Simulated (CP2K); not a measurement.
Two runs for the C K edge of 4-silylpyridine. Run A: CP2K XAS_TDP, all-electron GAPW, PBEh(45%), aug-pc-1, TDA, no relativity. Run B differs in one setting.

First lines with a strength over 0.0015. A:

```tsv
atom	energy (eV)	states	strength, one atom
C2 (bonded to 2 C and Si)	280.62	1	0.0515
	284.29	1	0.0137
	284.91	1	0.0049
	285.24	1	0.0040
	286.26	1	0.0030
C3 (bonded to 2 C and H), 2 alike	281.05	1	0.0520
	282.59	1	0.0019
	284.20	1	0.0123
	285.19	1	0.0033
	285.37	1	0.0020
C4 (bonded to C, N and H), 2 alike	281.39	1	0.0576
	283.26	1	0.0017
	284.98	1	0.0111
	285.86	1	0.0033
	286.49	1	0.0016
```

B:

```tsv
atom	energy (eV)	states	strength, one atom
C2 (bonded to 2 C and Si)	280.55	1	0.0522
	284.39	1	0.0187
	285.76	1	0.0078
	286.33	1	0.0060
	287.62	1	0.0086
C3 (bonded to 2 C and H), 2 alike	280.96	1	0.0525
	282.55	1	0.0019
	284.65	1	0.0183
	285.97	1	0.0026
	286.18	1	0.0063
C4 (bonded to C, N and H), 2 alike	281.31	1	0.0585
	283.16	1	0.0016
	285.69	1	0.0205
	286.68	1	0.0049
	287.14	1	0.0043
```

Question: Which was it: the functional, GW2X switched on, scalar relativity switched on, the basis?

The basis (basis from aug-pc-1 to pc-1; the lines alone don't name the new value). A basis moves diffuse and continuum lines far more than the leading valence line. Against PBEh(45%) in aug-pc-1, the leading lines move by -0.07 eV (C2, to 280.55), -0.09 eV (C3, to 280.96) and -0.08 eV (C4, to 281.31). The next line of C2 over the strength cut lies 3.84 eV higher, against 3.67.

[Banner, clock and machine lines of the logs are left out without a mark of their own.]

[Logs are printed without paths, hosts, clocks, repeated set-up lines and the standing remarks that a program may print on its own settings, such as how far it seeks lower states.]

[Hosts, paths, dates, database ids (printed as entryN), source tags and the programs' standing remarks are cut or masked in the printed files.]
